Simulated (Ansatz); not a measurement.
**F on Mo(110): change of the work function**

How does F on the hollow site change the work function of Mo(110) as the layer fills?

Method: plane-wave DFT, PBE, Ansatz PAW, in Ansatz 0.2.0.

Report form: inputs, costs, results and the conclusion, without the logs.

**1. Starting point**

The cell holds 4 atoms: 4 Mo. Cell: a = 2.728 Å, b = 2.728 Å, c = 24.682 Å, α = 90.0°, β = 90.0°, γ = 70.5°. Vacuum lies along c.

**2. The clean slab**

The bare slab comes first, as the zero from which every change is counted. The two lowest layers are held at bulk places and the upper ones relax. The dipole correction removes the false field that a one-sided slab makes across the periodic vacuum, so each face gets a flat vacuum level of its own.

File input.yaml:

```yaml
crystal:
  lattice:
    - [2.2273863607, -1.575, 0.0]
    - [2.2273863607, 1.575, 0.0]
    - [0.0, 0.0, 24.6821590822]
  atoms:
    - { symbol: Mo, position: [0.0, 0.0, 0.3646358477] }
    - { symbol: Mo, position: [0.5, 0.5, 0.4548786159] }
    - { symbol: Mo, position: [0.0, 0.0, 0.5451213841] }
    - { symbol: Mo, position: [0.5, 0.5, 0.6353641523] }
kpoints:
  mp_grid: { grid: [12, 12, 1] }
hamiltonian:
  xc: pbe
scf:
  occupations: { method: fermi_dirac, width: 0.1 }
  convergence: { dr2_threshold: 1.0e-08 }
efield:
  axis: 3
  dipole_correction: true
  ramp_position: 0.97
  ramp_width: 0.06
relax:
  f_tol: 0.02
  max_steps: 60
  constraints: [{ sites: [0, 1] }]
output:
  write_potential: true
  write_density: true
  volumetric_format: npy
```

Launch:

```bash
$ ansatz run input.yaml --threads 4 --pin off --max-ram 16384MiB --backend cpu --events-out ev --progress --plain --runs-dir out
```

It took 25 s on 4 threads of Arm Neoverse V1, shared host; peak memory 0.58 GiB; 100 s of CPU time.

Step by step:

| step | energy less that of the first step (eV) | largest force component (eV/Å) |
| --- | --- | --- |
| 1 | 0.0000 | 0.6071 |
| 2 | 0.0156 | 0.8030 |
| 3 | -0.0210 | 0.1718 |
| 4 | -0.0224 | 0.0062 |

Relaxation step 2 was tried and not accepted.

The run keeps the 4 symmetry operations that the program found, so distortions that break them were not tested.

The atoms that moved most (Å):

| atom | dx | dy | dz | length |
| --- | --- | --- | --- | --- |
| Mo4 | 0.000 | 0.000 | -0.059 | 0.059 |
| Mo3 | 0.000 | 0.000 | 0.022 | 0.022 |

This step gave:

| Quantity | Value |
| --- | --- |
| energy at zero smearing | -19821.6053 eV |
| work function, upper face | 4.598 eV |
| work function, lower face | 4.696 eV |
| dipole along the normal | 0.003789 e·Å |
| step between the vacuum levels | -0.09771 eV |

Running mean over 2.227 Å of the planar mean; the ramp of the sawtooth is left out. Table of electron's electrostatic potential energy less the Fermi level by z:

z (Å), electron's electrostatic potential energy less the Fermi level (eV) and a bar from the least value:
```
        4        4.7 ##############################
        5        4.7 ##############################
        6        4.6 ##############################
        7        3.2 ############################
        8       -6.0 ############
        9      -12.4 ##
       10      -12.7 #
       11      -12.9 #
       12      -12.7 #
       13      -12.8 #
       14      -13.4 
       15      -13.3 
       16      -11.5 ###
       17       -1.5 ####################
       18        4.0 #############################
       19        4.5 ##############################
       20        4.6 ##############################
       21        4.6 ##############################
```

The relaxation took 4 steps and lowered the energy by 0.022 eV; the largest force on the free atoms ends at 0.0062 eV/Å.

The work function of the upper face is 4.60 eV.

**3. The covered slab, k-mesh 4×4×1, coverage 0.111 ML**

System of this step: Mo36F (F/Mo(110)). The cell holds 37 atoms: 36 Mo and 1 F. Cell: a = 8.184 Å, b = 8.184 Å, c = 26.182 Å, α = 90.0°, β = 90.0°, γ = 70.5°. Vacuum lies along c.

The clean slab as it ended is repeated in the plane and the adsorbate is set on one face; the cell's size fixes the coverage, and the k-mesh shrinks with it to keep the sampling density about even. Adsorbate and upper layers relax, since the dipole depends on the height.

File input.yaml:

```yaml
crystal:
  lattice:
    - [6.6821590821, -4.725, 0.0]
    - [6.6821590821, 4.725, 0.0]
    - [0.0, 0.0, 26.1817312062]
  atoms:
    - { symbol: Mo, position: [0.0, 0.0, 0.3437511419] }
    - { symbol: Mo, position: [0.1666666667, 0.1666666667, 0.4288252092] }
    - { symbol: Mo, position: [0.0, 0.0, 0.5147484713] }
    - { symbol: Mo, position: [0.1666666667, 0.1666666667, 0.596719817] }
    - { symbol: Mo, position: [0.0, 0.3333333333, 0.3437511419] }
    - { symbol: Mo, position: [0.1666666667, 0.5, 0.4288252092] }
    - { symbol: Mo, position: [0.0, 0.3333333333, 0.5147484713] }
    - { symbol: Mo, position: [0.1666666667, 0.5, 0.596719817] }
[... 25 atom lines left out ...]
    - { symbol: Mo, position: [0.8333333333, 0.8333333333, 0.4288252092] }
    - { symbol: Mo, position: [0.6666666667, 0.6666666667, 0.5147484713] }
    - { symbol: Mo, position: [0.8333333333, 0.8333333333, 0.596719817] }
    - { symbol: F, position: [0.28, 0.28, 0.6562488581] }
kpoints:
  mp_grid: { grid: [4, 4, 1] }
hamiltonian:
  xc: pbe
scf:
  occupations: { method: fermi_dirac, width: 0.1 }
  convergence: { dr2_threshold: 1.0e-08 }
efield:
  axis: 3
  dipole_correction: true
  ramp_position: 0.97
  ramp_width: 0.06
relax:
  f_tol: 0.02
  max_steps: 60
  constraints:
    - { sites: [0, 1, 4, 5, 8, 9, 12, 13, 16, 17, 20, 21, 24, 25, 28, 29, 32, 33] }
output:
  write_potential: true
  write_density: true
  volumetric_format: npy
```

It took 13 min on 4 threads; peak memory 9.2 GiB; 51 min of CPU time.

This run has no spin polarisation although its electron count is odd.

Relaxation path:

| step | energy less that of the first step (eV) | largest force component (eV/Å) |
| --- | --- | --- |
| 1 | 0.0000 | 0.4558 |
| 2 | -0.0036 | 0.4644 |
| 3 | -0.0562 | 0.0570 |
| 4 | -0.0580 | 0.0449 |
| 5 | -0.0585 | 0.0139 |

The run keeps the 2 symmetry operations that the program found, so distortions that break them were not tested.

The atoms that moved most (Å):

| atom | dx | dy | dz | length |
| --- | --- | --- | --- | --- |
| F37 | -0.072 | 0.000 | -0.004 | 0.072 |
| Mo4 | -0.053 | 0.000 | 0.022 | 0.057 |
| Mo20 | 0.052 | 0.000 | -0.015 | 0.054 |
| Mo16 | 0.034 | 0.001 | 0.035 | 0.049 |
| Mo8 | 0.034 | -0.001 | 0.035 | 0.049 |
| Mo32 | 0.007 | 0.014 | -0.010 | 0.019 |
| Mo24 | 0.007 | -0.014 | -0.010 | 0.019 |
| Mo15 | 0.008 | 0.004 | 0.013 | 0.015 |

Final coordinates:

```
Mo F
1.0
     6.68216   -4.72500    0.00000
     6.68216    4.72500    0.00000
     0.00000    0.00000   26.18173
Mo F
36 1
Direct
  0.00000 0.00000 0.34375
  0.16667 0.16667 0.42883
  0.00004 0.00004 0.51425
  0.16272 0.16272 0.59756
  0.00000 0.33333 0.34375
  0.16667 0.50000 0.42883
  0.00100 0.33346 0.51523
  0.16930 0.50238 0.59806
  0.00000 0.66667 0.34375
  0.16667 0.83333 0.42883
  0.00000 0.66770 0.51465
  0.16784 0.83298 0.59656
  0.33333 0.00000 0.34375
  0.50000 0.16667 0.42883
  0.33346 0.00100 0.51523
  0.50238 0.16930 0.59806
  0.33333 0.33333 0.34375
  0.50000 0.50000 0.42883
  0.33352 0.33352 0.51521
  0.50390 0.50390 0.59615
  0.33333 0.66667 0.34375
  0.50000 0.83333 0.42883
  0.33270 0.66695 0.51454
  0.50203 0.83234 0.59634
  0.66667 0.00000 0.34375
  0.83333 0.16667 0.42883
  0.66770 0.00000 0.51465
  0.83298 0.16784 0.59656
  0.66667 0.33333 0.34375
  0.83333 0.50000 0.42883
  0.66695 0.33270 0.51454
  0.83234 0.50203 0.59634
  0.66667 0.66667 0.34375
  0.83333 0.83333 0.42883
  0.66693 0.66693 0.51463
  0.83436 0.83436 0.59660
  0.27460 0.27460 0.65609
```

This step gave:

```yaml
energy_at_zero_smearing: -179203.8812 eV
work_function_upper_face: 4.648 eV
work_function_lower_face: 4.683 eV
dipole_along_the_normal: 0.01245 e·Å
step_between_the_vacuum_levels: -0.03569 eV
```

Running mean over 2.227 Å of the planar mean; the ramp of the sawtooth is left out. The electron's electrostatic potential energy less the Fermi level by z:

| z (Å) | electron's electrostatic potential energy less the Fermi level (eV) |
| --- | --- |
| 3.5 | 4.68 |
| 4.0 | 4.68 |
| 4.5 | 4.68 |
| 5.0 | 4.67 |
| 5.5 | 4.64 |
| 6.0 | 4.54 |
| 6.5 | 4.22 |
| 7.0 | 3.19 |
| 7.5 | -0.146 |
| 8.0 | -6.00 |
| 8.5 | -10.8 |
| 9.0 | -12.4 |
| 9.5 | -12.6 |
| 10.0 | -12.7 |
| 10.5 | -12.8 |
| 11.0 | -12.9 |
| 11.5 | -12.9 |
| 12.0 | -12.7 |
| 12.5 | -12.7 |
| 13.0 | -12.8 |
| 13.5 | -13.0 |
| 14.0 | -13.4 |
| 14.5 | -13.7 |
| 15.0 | -13.4 |
| 15.5 | -12.8 |
| 16.0 | -11.8 |
| 16.5 | -7.97 |
| 17.0 | -2.01 |
| 17.5 | 2.14 |
| 18.0 | 3.68 |
| 18.5 | 4.33 |
| 19.0 | 4.58 |
| 19.5 | 4.63 |
| 20.0 | 4.64 |
| 20.5 | 4.65 |
| 21.0 | 4.65 |
| 21.5 | 4.65 |
| 22.0 | 4.65 |
| 22.5 | 4.65 |
| 23.0 | 4.65 |

The relaxation took 5 steps and lowered the energy by 0.058 eV; the largest force on the free atoms ends at 0.014 eV/Å.

The covered face has 4.65 eV, +0.05 eV against the clean one; the bare back face has moved by -0.01 eV, a measure of how thin the slab is.

**4. The covered slab, k-mesh 6×6×1, coverage 0.25 ML**

System of this step: Mo16F (F/Mo(110)). The cell holds 17 atoms: 16 Mo and 1 F. Its edges and angles: a = 5.456 Å, b = 5.456 Å, c = 26.182 Å, α = 90.0°, β = 90.0°, γ = 70.5°. Vacuum lies along c.

Another coverage, to see how the dipoles act on each other as their distance changes.

File input.yaml:

```yaml
crystal:
  lattice:
    - [4.4547727214, -3.15, 0.0]
    - [4.4547727214, 3.15, 0.0]
    - [0.0, 0.0, 26.1817312062]
  atoms:
    - { symbol: Mo, position: [0.0, 0.0, 0.3437511419] }
    - { symbol: Mo, position: [0.25, 0.25, 0.4288252092] }
    - { symbol: Mo, position: [0.0, 0.0, 0.5147484713] }
    - { symbol: Mo, position: [0.25, 0.25, 0.596719817] }
    - { symbol: Mo, position: [0.0, 0.5, 0.3437511419] }
    - { symbol: Mo, position: [0.25, 0.75, 0.4288252092] }
    - { symbol: Mo, position: [0.0, 0.5, 0.5147484713] }
    - { symbol: Mo, position: [0.25, 0.75, 0.596719817] }
    - { symbol: Mo, position: [0.5, 0.0, 0.3437511419] }
    - { symbol: Mo, position: [0.75, 0.25, 0.4288252092] }
    - { symbol: Mo, position: [0.5, 0.0, 0.5147484713] }
    - { symbol: Mo, position: [0.75, 0.25, 0.596719817] }
    - { symbol: Mo, position: [0.5, 0.5, 0.3437511419] }
    - { symbol: Mo, position: [0.75, 0.75, 0.4288252092] }
    - { symbol: Mo, position: [0.5, 0.5, 0.5147484713] }
    - { symbol: Mo, position: [0.75, 0.75, 0.596719817] }
    - { symbol: F, position: [0.42, 0.42, 0.6562488581] }
kpoints:
  mp_grid: { grid: [6, 6, 1] }
hamiltonian:
  xc: pbe
scf:
  occupations: { method: fermi_dirac, width: 0.1 }
  convergence: { dr2_threshold: 1.0e-08 }
efield:
  axis: 3
  dipole_correction: true
  ramp_position: 0.97
  ramp_width: 0.06
relax:
  f_tol: 0.02
  max_steps: 60
  constraints: [{ sites: [0, 1, 4, 5, 8, 9, 12, 13] }]
output:
  dos: { projected: true, e_range: [-8, 4] }
  write_potential: true
  write_density: true
  volumetric_format: npy
  elf: true
```

It took 4.2 min on 4 threads; peak memory 2.8 GiB.

Step by step:

| step | energy less that of the first step (eV) | largest force component (eV/Å) |
| --- | --- | --- |
| 1 | 0.0000 | 0.6317 |
| 2 | -0.0319 | 0.6816 |
| 3 | -0.1264 | 0.2352 |
| 4 | -0.1335 | 0.0494 |
| 5 | -0.1342 | 0.0314 |
| 6 | -0.1343 | 0.0122 |

The run keeps the 2 symmetry operations that the program found, so distortions that break them were not tested.

The atoms that moved most (Å):

| atom | dx | dy | dz | length |
| --- | --- | --- | --- | --- |
| Mo4 | -0.123 | 0.000 | 0.048 | 0.132 |
| F17 | -0.095 | 0.000 | -0.034 | 0.101 |
| Mo16 | 0.085 | 0.000 | -0.052 | 0.100 |
| Mo12 | 0.079 | 0.001 | 0.047 | 0.092 |
| Mo8 | 0.079 | -0.001 | 0.047 | 0.092 |
| Mo3 | 0.020 | 0.000 | -0.025 | 0.032 |
| Mo11 | 0.012 | 0.007 | 0.011 | 0.018 |
| Mo7 | 0.012 | -0.007 | 0.011 | 0.018 |

The relaxed structure:

```cif
data_structure
_symmetry_space_group_name_H-M 'P 1'
_symmetry_Int_Tables_number 1
_cell_length_a 5.4560
_cell_length_b 5.4560
_cell_length_c 26.1817
_cell_angle_alpha 90.000
_cell_angle_beta 90.000
_cell_angle_gamma 70.529
_cell_volume 734.79
loop_
_atom_site_label
_atom_site_type_symbol
_atom_site_fract_x
_atom_site_fract_y
_atom_site_fract_z
_atom_site_occupancy
Mo1 Mo 0.00000 0.00000 0.34375 1
Mo2 Mo 0.25000 0.25000 0.42883 1
Mo3 Mo 0.00226 0.00226 0.51381 1
Mo4 Mo 0.23615 0.23615 0.59855 1
Mo5 Mo 0.00000 0.50000 0.34375 1
Mo6 Mo 0.25000 0.75000 0.42883 1
Mo7 Mo 0.00247 0.50025 0.51516 1
Mo8 Mo 0.25897 0.75875 0.59851 1
Mo9 Mo 0.50000 0.00000 0.34375 1
Mo10 Mo 0.75000 0.25000 0.42883 1
Mo11 Mo 0.50025 0.00247 0.51516 1
Mo12 Mo 0.75875 0.25897 0.59851 1
Mo13 Mo 0.50000 0.50000 0.34375 1
Mo14 Mo 0.75000 0.75000 0.42883 1
Mo15 Mo 0.49948 0.49948 0.51509 1
Mo16 Mo 0.75951 0.75951 0.59472 1
F17 F 0.40934 0.40934 0.65494 1
```

Numbers from this step:

- energy at zero smearing: -80095.9223 eV
- work function, upper face: 4.665 eV
- dipole along the normal: 3.27e-4 e·Å

The density of states has structure finer than the step of the table below, so its rows give means over 0.2 eV. Peaks (eV: height): -6.71: 59.0, -3.85: 29.6, -2.95: 29.7, -2.71: 29.7, -2.05: 26.2, -1.44: 29.6, 1.11: 26.4.

The density of states by energy, zero at the Fermi level; means over each step:

| energy (eV) | density of states (states/eV a cell) |
| --- | --- |
| -7.4 | 0 |
| -7.2 | 0.283 |
| -7.0 | 6.86 |
| -6.8 | 12.0 |
| -6.6 | 8.68 |
| -6.4 | 1.00 |
| -6.2 | 0.966 |
| -6.0 | 1.07 |
| -5.8 | 1.10 |
| -5.6 | 1.21 |
| -5.4 | 2.32 |
| -5.2 | 2.67 |
| -5.0 | 6.81 |
| -4.8 | 14.3 |
| -4.6 | 15.9 |
| -4.4 | 18.2 |
| -4.2 | 17.2 |
| -4.0 | 17.4 |
| -3.8 | 25.0 |
| -3.6 | 20.6 |
| -3.4 | 19.3 |
| -3.2 | 22.8 |
| -3.0 | 23.8 |
| -2.8 | 23.7 |
| -2.6 | 19.1 |
| -2.4 | 21.2 |
| -2.2 | 20.7 |
| -2.0 | 19.6 |
| -1.8 | 23.7 |
| -1.6 | 24.6 |
| -1.4 | 20.9 |
| -1.2 | 17.2 |
| -1.0 | 15.2 |
| -0.8 | 12.7 |
| -0.6 | 12.6 |
| -0.4 | 12.4 |
| -0.2 | 11.8 |
| 0.0 | 15.1 |
| 0.2 | 15.4 |
| 0.4 | 19.1 |
| 0.6 | 20.0 |
| 0.8 | 20.7 |
| 1.0 | 23.9 |
| 1.2 | 24.4 |

Projected DOS per atom over height of the atomic layer and energy from the Fermi level. Layers: Mo4 Mo4 Mo4 Mo4 F from below.

Ten even steps from '0' (0.0 states/eV) to '9' (7.0 states/eV), each cell a mean:
```
22220
11110
21110
10010
10010
10010
21110
21120
11110
22110
12210
11110
12110
02200
01100
00000
00000
00000
00006
00009
00000
00000
```
Columns: height of the atomic layer (Å) from 9 to 17.1 (not evenly spaced); rows upwards: energy from the Fermi level (eV) from -7.96 to 1.45.

Valence density in the ca plane at fractional y = 0.000, with atoms of Mo within 0.2 Å of it. It is the smooth field of the valence electrons, not physical close to the nuclei.

Ten steps, logarithmic in the rise over the least value, from '0' (0.0 e/Å³) to '9' (6.5 e/Å³), each cell a mean:
```
89985333333589996433332110000000000000000000
68864333333468874333332110000000000000000000
45543333333345543333432110000000000000000000
34433334433334433334432110000000000000000000
45543333333345544334432110000000000000000000
78864333333468875333332100000000000000000000
89985333333589996433332100000000000000000000
99986433333589997433332110000000000000000000
89975333333479985433332110000000000000000000
57654333333356764334433210000000000000000000
34433334433334443344443210000000000000000000
34433333433334443344443210000000000000000000
57754333333357764334433210000000000000000000
89975333333479985433332210000000000000000000
99986433333589996433332110000000000000000000
```
Columns run along c (16.0 Å, from fractional 0.32 to 0.93 of the cell), rows up along a (5.5 Å). Atoms in or near the plane, at fractional coordinates: Mo at (0.34, 0.00), Mo at (0.51, 0.00), Mo at (0.34, 0.50), Mo at (0.52, 0.50).

ELF in the ca plane at fractional y = 0.000, with atoms of Mo within 0.2 Å of it. It is the smooth field of the valence electrons, not physical close to the nuclei.

Ten even steps from '0' (0.00) to '9' (0.75), each cell a mean:
```
98884454454388895354455553210000000000000000
68853543345248863444455553200000000000000000
34434543345434433544455543100000000000000000
44345543445543335543455542100000000000000000
34434543345434433543445431000000000000000000
69853543345358973443344421000000000000000000
98884454454388796344445421000000000000000000
96694454454487596354455531000000000000000000
89973454344369984354455542100000000000000000
46643543345335643454445653100000000000000000
44335543445543335654455553210000000000000000
44334543445543335655455553210000000000000000
47643543345336743554445553210000000000000000
89973454454379984454445553210000000000000000
96694454454497596355455553210000000000000000
```
Columns run along c (16.0 Å, from fractional 0.32 to 0.93 of the cell), rows up along a (5.5 Å). Atoms in or near the plane, at fractional coordinates: Mo at (0.34, 0.00), Mo at (0.51, 0.00), Mo at (0.34, 0.50), Mo at (0.52, 0.50).

Electrostatic potential energy in the ca plane at fractional y = 0.000, with atoms of Mo within 0.2 Å of it. With pseudopotentials it is smooth inside the atoms' cores, unlike the true potential.

Ten even steps from '0' (-69 eV) to '9' (9 eV), each cell a mean:
```
20027999999730016899999999999999999999999999
53358999999863358999999999999999999999999999
87789999999987789999999999999999999999999999
98899998899998899998899999999999999999999999
87789999999987788998899999999999999999999999
53358999999863247999999999999999999999999999
20027999999730015899999999999999999999999999
10016999999730005899999999999999999999999999
31147999999851026899999999999999999999999999
75578999999976568999899999999999999999999999
88899998899998889998889999999999999999999999
88899998899998889998889999999999999999999999
75578999999875568999899999999999999999999999
30147999999841026999999999999999999999999999
10016999999720005899999999999999999999999999
```
Columns run along c (16.0 Å, from fractional 0.32 to 0.93 of the cell; values clipped at the 3rd and 97th percentile), rows up along a (5.5 Å). Atoms in or near the plane, at fractional coordinates: Mo at (0.34, 0.00), Mo at (0.51, 0.00), Mo at (0.34, 0.50), Mo at (0.52, 0.50).

The relaxation took 6 steps and lowered the energy by 0.13 eV; the largest force on the free atoms ends at 0.012 eV/Å.

The covered face has 4.66 eV, +0.07 eV against the clean one; the bare back face has moved by -0.03 eV, a measure of how thin the slab is.

(Part 1 of 2 ends here.)

[Long decimals in the printed logs are rounded to 6 places.]

[Logs are printed without paths, hosts, clocks, repeated set-up lines and the standing remarks that a program may print on its own settings, such as how far it seeks lower states.]

[Hosts, paths, dates, database ids (printed as entryN), source tags and the programs' standing remarks are cut or masked in the printed files.]

[Maps of the electrostatic potential energy from Ansatz leave out the sawtooth potential of an applied field or a dipole correction, so their vacuum need not be flat; planar profiles and work functions include it.]

[The density of states shown here was stored with 400 of the rows of the run's finer table, so its peaks can read low, often by over a quarter, or be missed, and its means over a window can be off by a tenth or more.]
